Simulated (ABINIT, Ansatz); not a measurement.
# Excitons of CdF2 (Fm-3m) on ever denser meshes, part 3 of 3

Wanted: excitons and ε₂ of CdF2 (Fm-3m), with cost.

ABINIT 10.8.3 and Ansatz 0.2.0; PBE and many-body steps on it, plane waves. Known limits of the many-body steps: not at the basis limit; d shell near the gap, gap tends to lie low; no spin-orbit coupling; coarse k mesh; bindings not settled in the k mesh.

So far. Step 8 (Dielectric constant by perturbation theory): The field response gives a mean ε∞ of 2.85, which the model screening below takes as its input. Step 10 (Empty states on the mesh, 6×6×6 mesh, 32 bands): On this mesh the gap is 3.212 eV.

## (12) Empty states on the mesh, 8×8×8 mesh, 32 bands

This step: DFT, PBE, plane waves, norm-conserving pseudopotentials.

run.abi reads:

```
acell 3*1.0 Angstrom
rprim 
  0.000000000000 2.694000000000 2.694000000000
  2.694000000000 0.000000000000 2.694000000000
  2.694000000000 2.694000000000 -0.000000000000
ntypat 2
znucl 48 9
natom 3
typat 1 2 2
xred 
  0.000000000000 0.000000000000 0.000000000000
  0.250000000000 0.250000000000 0.250000000000
  0.750000000000 0.750000000000 0.750000000000
pp_dirpath "pseudos"
pseudos "Cd.upf, F.upf"
ecut 47
ngkpt 8 8 8
nshiftk 1
shiftk 0.11 0.21 0.31
kptopt 3
chksymbreak 0
iscf -2
irdden 1
istwfk *1
nband 32
nbdbuf 4
tolwfr 1e-09
nstep 60
prtvol 0
indata_prefix "in"
outdata_prefix "out"
tmpdata_prefix "tmp"
```

Command:

```console
OMP_NUM_THREADS=1 mpirun -n 8 abinit run.abi > log
```

Numbers of over 12 decimals in the logs are rounded to 6 here.

Log:

```text
.Version 10.8.3 of ABINIT. v10.8.2 released Aug 2026.

 Symmetries : space group Fm -3 m (#225); Bravais cF (face-center cubic)
[... echo of the input left out ...]
== DATASET  1 ==================================================================
-   mpi_nproc: 8, omp_nthreads: 1 (-1 if OMP is not activated)

--- !DatasetInfo
iteration_state: {dtset: 1, }
dimensions: {natom: 3, nkpt: 512, mband: 32, nsppol: 1, nspinor: 1, nspden: 1, mpw: 4084, }
cutoff_energies: {ecut:  47.0, pawecutdg:  -1.0, }
[...]
0.09704    0.23164    0.58115    0.58397    0.58404    0.76867    0.84561    0.84778
   0.97519    0.97632    0.97671    0.99134    0.99175    0.99488    1.32745    1.37630
 prteigrs : prtvol=0 or 1, do not print more k-points.

== END DATASET(S) ==============================================================
================================================================================

 -outvars: echo values of variables after computation  --------
            nband          32
             nkpt         512
          spgroup         225
 [... the other variables as echoed above ...]

 Calculation completed.
```

Wall time 2.4 min (8 MPI ranks of AMD EPYC 7R43, shared host); peak memory 1.6 GiB.

This step gave:

```
gap                                                           : 3.172 eV
k of the valence top                                          : -0.4862, -0.2237, 0.2888
k of the conduction bottom                                    : 0.0138, 0.0263, 0.0388
least direct gap                                              : 3.663 eV
k points computed                                             : 512
lowest point of the top converged band, above the valence top : 23.50 eV
```

On this mesh the gap is 3.172 eV.

## (13) Denser, shifted k mesh (8×8×8)

This step: Bethe-Salpeter equation on PBE with a scissors shift, plane waves, norm-conserving pseudopotentials.

Changes to run.abi since step 12:

```diff
@@ -21,10 +21,23 @@
 chksymbreak 0
-iscf -2
+istwfk *1
+occopt 1
+irdwfk 1
+optdriver 99
+bs_calctype 1
+mbpt_sciss 2.180 eV
+bs_loband 12
+nband 19
+bs_exchange_term 1
+bs_coulomb_term 21
+bs_coupling 0
+bs_algorithm 2
+bs_freq_mesh 0 12 0.1 eV
+zcut 0.15 eV
+ecuteps 3
+ecutwfn 23.5
+inclvkb 2
+mdf_epsinf 2.85
 irdden 1
-istwfk *1
-nband 32
-nbdbuf 4
-tolwfr 1e-09
-nstep 60
-prtvol 0
+bs_haydock_niter 300
+bs_haydock_tol -0.02 0
 indata_prefix "in"
```

Log:

```text
.Version 10.8.3 of ABINIT. v10.8.2 released Aug 2026.

 Symmetries : space group Fm -3 m (#225); Bravais cF (face-center cubic)
[... echo of the input left out ...]
== DATASET  1 ==================================================================
-   mpi_nproc: 8, omp_nthreads: 1 (-1 if OMP is not activated)

--- !DatasetInfo
iteration_state: {dtset: 1, }
dimensions: {natom: 3, nkpt: 512, mband: 19, nsppol: 1, nspinor: 1, nspden: 1, mpw: 1448, }
cutoff_energies: {ecut:  23.5, pawecutdg:  -1.0, }
[...]
0.1000   1.9559   0.0006   1.7403   0.0002   1.9501   0.0006
   0.2000   1.9565   0.0012   1.7405   0.0005   1.9507   0.0011
[...]
0.8000   1.9686   0.0050   1.7454   0.0020   1.9619   0.0046
   0.9000   1.9721   0.0056   1.7468   0.0022   1.9651   0.0052

== END DATASET(S) ==============================================================
================================================================================

 -outvars: echo values of variables after computation  --------
           etotal      0.0000000000E+00
            nband          19
             nkpt         512
          spgroup         225
 [... the other variables as echoed above ...]

 Calculation completed.
```

Elapsed: 6.8 min, on 8 MPI ranks; peak memory 7.8 GiB.

Numbers from this step:

| Item | Value |
| --- | --- |
| direct gap of the transition levels | 5.843 eV |
| transitions in the window | 6144 |
| Coulomb term of one mesh cell | 0.5289 eV |

The ε₂ has structure finer than the step of the table below, so its rows give means over 0.5 eV, whole bins alone (the curve runs from 0 to 11.9 eV). Peaks (eV: height): BSE 5.50: 3.94, 10.90: 2.72; no electron-hole interaction 8.50: 1.34, 11.20: 1.40; Kohn-Sham, no shift 10.30: 2.52.

Mean over the three Cartesian directions of q; broadening 0.15 eV; transition window only. Limits: finite bands, cutoff and mesh; d shell near the gap, gap tends to lie low; no spin-orbit coupling; exciton not shown settled in the k mesh. Table of ε₂ by photon energy; means over each step:

| photon energy (eV) | BSE | no electron-hole interaction | Kohn-Sham, no shift |
| --- | --- | --- | --- |
| 0.5 | 0.00282 | 0.00122 | 0.00305 |
| 1.0 | 0.00583 | 0.0025 | 0.00636 |
| 1.5 | 0.00932 | 0.00390 | 0.0104 |
| 2.0 | 0.0137 | 0.00548 | 0.0157 |
| 2.5 | 0.0196 | 0.00733 | 0.0238 |
| 3.0 | 0.0282 | 0.00965 | 0.0387 |
| 3.5 | 0.0425 | 0.0127 | 0.0820 |
| 4.0 | 0.0700 | 0.0169 | 0.351 |
| 4.5 | 0.141 | 0.0233 | 0.711 |
| 5.0 | 0.513 | 0.0345 | 1.10 |
| 5.5 | 2.79 | 0.0614 | 1.14 |
| 6.0 | 1.96 | 0.204 | 1.23 |
| 6.5 | 1.50 | 0.603 | 1.30 |
| 7.0 | 1.26 | 0.971 | 1.30 |
| 7.5 | 1.29 | 1.17 | 1.28 |
| 8.0 | 1.14 | 1.18 | 1.18 |
| 8.5 | 1.26 | 1.30 | 1.10 |
| 9.0 | 1.31 | 1.29 | 1.29 |
| 9.5 | 1.22 | 1.30 | 1.31 |
| 10.0 | 0.921 | 1.23 | 2.04 |
| 10.5 | 0.931 | 1.09 | 2.30 |
| 11.0 | 2.08 | 1.24 | 1.32 |
| 11.5 | 0.955 | 1.26 | 0.933 |

## (14) Two recursion steps

Changes to run.abi since step 13:

```diff
@@ -16,6 +16,6 @@
 ecut 47
-ngkpt 8 8 8
+ngkpt 4 4 4
 nshiftk 1
-shiftk 0.11 0.21 0.31
-kptopt 3
+shiftk 0 0 0
+kptopt 1
 chksymbreak 0
@@ -27,17 +27,15 @@
 mbpt_sciss 2.180 eV
-bs_loband 12
+bs_loband 14
 nband 19
 bs_exchange_term 1
-bs_coulomb_term 21
+bs_coulomb_term 11
 bs_coupling 0
 bs_algorithm 2
-bs_freq_mesh 0 12 0.1 eV
+bs_freq_mesh 0 9 0.05 eV
 zcut 0.15 eV
-ecuteps 3
+ecuteps 4
 ecutwfn 23.5
 inclvkb 2
-mdf_epsinf 2.85
-irdden 1
-bs_haydock_niter 300
-bs_haydock_tol -0.02 0
+irdscr 1
+bs_haydock_niter 2
 indata_prefix "in"
```

Log:

```text
.Version 10.8.3 of ABINIT. v10.8.2 released Aug 2026.

 Symmetries : space group Fm -3 m (#225); Bravais cF (face-center cubic)
[... echo of the input left out ...]
== DATASET  1 ==================================================================
-   mpi_nproc: 8, omp_nthreads: 1 (-1 if OMP is not activated)

--- !DatasetInfo
iteration_state: {dtset: 1, }
dimensions: {natom: 3, nkpt: 8, mband: 19, nsppol: 1, nspinor: 1, nspden: 1, mpw: 1459, }
cutoff_energies: {ecut:  23.5, pawecutdg:  -1.0, }
electrons: {nelect:   3.40000000E+01, charge:   0.00000000E+00, occopt:   1.00000000E+00, tsmear:   1.00000000E-02, }

 Exciton: Calculation of dielectric properties by solving the Bethe-Salpeter equation
 in frequency domain and reciprocal space on a transitions basis set.
 Based on a program developed by L. Reining, V. Olevano, F. Sottile,
 S. Albrecht, and G. Onida. Incorporated in ABINIT by M. Giantomassi.

.Using double precision arithmetic ; gwpc =  8

[... cell and pseudopotentials left out ...]
--------------------------------------------------------------------------------

 ==== K-mesh for the wavefunctions ====
 Number of points in the irreducible wedge :     8
[... list of points left out ...]
 Together with 48 symmetry operations and time-reversal symmetry
 yields    64 points in the full Brillouin Zone.

 ==== Q-mesh for the screening function ====
 Number of points in the irreducible wedge :     8
[... list of points left out ...]
 Together with 48 symmetry operations and time-reversal symmetry
 yields    64 points in the full Brillouin Zone.

 vcoul_init : cutoff-mode = AUXILIARY_FUNCTION
 q-points for optical limit:   1
     1)      0.000010    0.000020    0.000030
 setmesh: FFT mesh size selected  =    24x   24x   24
[...]
q = (  0.935591  0.000000  0.000000) [r.l.u.]
 q = (  0.000000  0.935591  0.000000) [r.l.u.]
 q = (  0.000000  0.000000  0.935591) [r.l.u.]
 q = (  0.000000  0.810245  0.810245) [r.l.u.]
 q = (  0.810245  0.000000  0.810245) [r.l.u.]
 q = (  0.810245  0.810245  0.000000) [r.l.u.]
 Number of electrons calculated from density =   33.9745; Expected =   34.0000
 average of density, n =  0.128746
 r_s =    1.2285
 omega_plasma =   34.6117 [eV]

. Writing resonant excitonic Hamiltonian on file out_BSR; file size=   0.00 [Gb].
 Writing KS-RPA macroscopic dielectric function without local fields to file: out_RPA_NLF_MDF
 Writing GW-RPA macroscopic dielectric function without local fields to file: out_GW_NLF_MDF
 WARNING: Haydock algorithm did not converge within   2.00E-02 after 2 iterations.
 WARNING: Haydock algorithm did not converge within   2.00E-02 after 2 iterations.
 WARNING: Haydock algorithm did not converge within   2.00E-02 after 2 iterations.
 WARNING: Haydock algorithm did not converge within   2.00E-02 after 2 iterations.
 WARNING: Haydock algorithm did not converge within   2.00E-02 after 2 iterations.
 WARNING: Haydock algorithm did not converge within   2.00E-02 after 2 iterations.
 Writing EXC Macroscopic dielectric function to file: out_EXC_MDF

 Macroscopic dielectric function:
 omega [eV] <KS_RPA_nlf>  <GW_RPA_nlf>  <BSE>
   0.0000   1.6920   0.0000   1.5347   0.0000   2.1558   0.0000
   0.0500   1.6921   0.0002   1.5347   0.0001   2.1558   0.0006
   0.1000   1.6922   0.0004   1.5347   0.0002   2.1561   0.0012
[...]
0.4000   1.6943   0.0018   1.5356   0.0007   2.1620   0.0047
   0.4500   1.6950   0.0020   1.5359   0.0008   2.1636   0.0053

== END DATASET(S) ==============================================================
================================================================================

 -outvars: echo values of variables after computation  --------
           etotal      0.0000000000E+00
            nband          19
             nkpt           8
          spgroup         225
 [... the other variables as echoed above ...]

 Calculation completed.
```

It took 6 s on 8 MPI ranks; peak memory 0.7 GiB.

The run ended normally, though the input holds a fault or crude settings.

The fault put into this input: two recursion steps.

## (15) The runs together

Times are wall times on 8 MPI ranks of AMD EPYC 7R43, shared host, good to a factor of about two.

| run | mesh | transitions | broadening (eV) | direct gap (eV) | lowest state (eV) | binding (eV) | mesh cell's term (eV) | tallest peak (eV) | height | time |
| --- | --- | --- | --- | --- | --- | --- | --- | --- | --- | --- |
| excitons | 4×4×4 | 1280 | 0.15 | 5.800 | 4.652 | 1.147 | 1.093 | 6.40 | 4.07 | 28 s |
| triplet (no exchange term) | 4×4×4 | 768 | 0.15 | 5.800 | 4.645 | 1.154 | 1.093 | - | - | 11 s |
| beyond Tamm-Dancoff | 4×4×4 | 768 | 0.15 | 5.800 | 4.660 | 1.140 | 1.093 | 6.40 | 4.04 | 30 s |
| model screening | 4×4×4 | 1280 | 0.15 | 5.800 | - | - | 1.058 | 6.40 | 4.29 | 20 s |
| denser, shifted k mesh (6×6×6) | 6×6×6 | 4320 | 0.15 | 5.876 | - | - | 0.705 | 5.50 | 3.95 | 3.4 min |
| denser, shifted k mesh (8×8×8) | 8×8×8 | 6144 | 0.15 | 5.843 | - | - | 0.529 | 5.50 | 3.94 | 6.8 min |

## (16) Summary of results

```json
{
 "excitons": "lowest state 4.652 eV (not settled in the k mesh)",
 "triplet (no exchange term)": "lowest state 4.645 eV (not settled in the k mesh)",
 "beyond Tamm-Dancoff": "lowest state 4.660 eV (not settled in the k mesh)",
 "model screening": "tallest peak 6.4 eV",
 "denser, shifted k mesh (6×6×6)": "tallest peak 5.5 eV",
 "denser, shifted k mesh (8×8×8)": "tallest peak 5.5 eV"
}
```

In words: On the 4×4×4 mesh the lowest exciton lies at 4.652 eV, 1.147 eV below the direct gap; one cell of the mesh carries a screened Coulomb term of 1.09 eV, so this binding is not shown settled. That state is dark or weak; the first strong one lies at 5.143 eV. Bindings below are those of the lowest state. The rigid shift leaves the direct gap −0.26 eV from the G0W0 value, so all exciton energies with it are off by about as much; bindings are little touched. Triplet (no exchange term), against «excitons (4×4×4)»: the lowest state moves by −0.007 eV (keys changed: bs_loband, bs_exchange_term and bs_freq_mesh). Triplets are dark. Beyond Tamm-Dancoff, against «excitons (4×4×4)»: the lowest state moves by +0.008 eV (keys changed: bs_loband, bs_coupling and bs_freq_mesh). Model screening, against «excitons (4×4×4)»: the tallest peak stays (keys changed: bs_coulomb_term, bs_algorithm, irdscr, mdf_epsinf, irdden, bs_haydock_niter and bs_haydock_tol). Denser, shifted k mesh (6×6×6), against «model screening (4×4×4)»: the tallest peak goes from 6.40 eV to 5.50 eV (keys changed: ngkpt, shiftk, kptopt and ecuteps). Denser, shifted k mesh (8×8×8), against «denser, shifted k mesh (6×6×6)»: the tallest peak stays (keys changed: ngkpt, bs_loband and the band window). For «beyond Tamm-Dancoff» the program prints the energy to 0.01 eV alone, so further digits and smaller shifts mean nothing. A rigid shift treats all transitions alike. In the G0W0 table the openings from the upper filled bands to the empty bands at the same k run from +2.26 to +3.32 eV (median +2.71), where the shift is +2.18 eV, so peaks stand off by such differences. Lines within a few meV of each other can be one level split by numerical noise, or distinct levels. Screening is static and electronic alone, and only transitions inside the band window count. The 4×4×4 mesh is coarse for this cell, which bears on the long-range parts of exchange and screening. A d shell, filled or nearly so, lies near the gap. One-shot GW converges very slowly in bands there, not always from below, and on a semilocal start the gap tends to come out low; starts rich in exact exchange can overshoot instead. The many-body steps are scalar-relativistic: spin-orbit coupling is not in them.

[Paths, hosts, dates, memory and timing lines, banners, echoed tables and standing remarks are left out of the program output.]

[Logs are printed without paths, hosts, clocks, repeated set-up lines and the standing remarks that a program may print on its own settings, such as how far it seeks lower states.]

[Runs of the session that timed out or met a known fault of the program may be left out.]

[Hosts, paths, dates, database ids (printed as entryN), source tags and the programs' standing remarks are cut or masked in the printed files.]

[G0W0 gaps are taken among the corrected bands and points alone; a level outside them can change the order at an edge.]

[Where Ansatz stands beside ABINIT at settings called matched, ABINIT's density can come from a denser mesh and the files from another edition; pairs whose starting gaps differed by over 0.03 eV were left out, so agreement reads better than it is.]
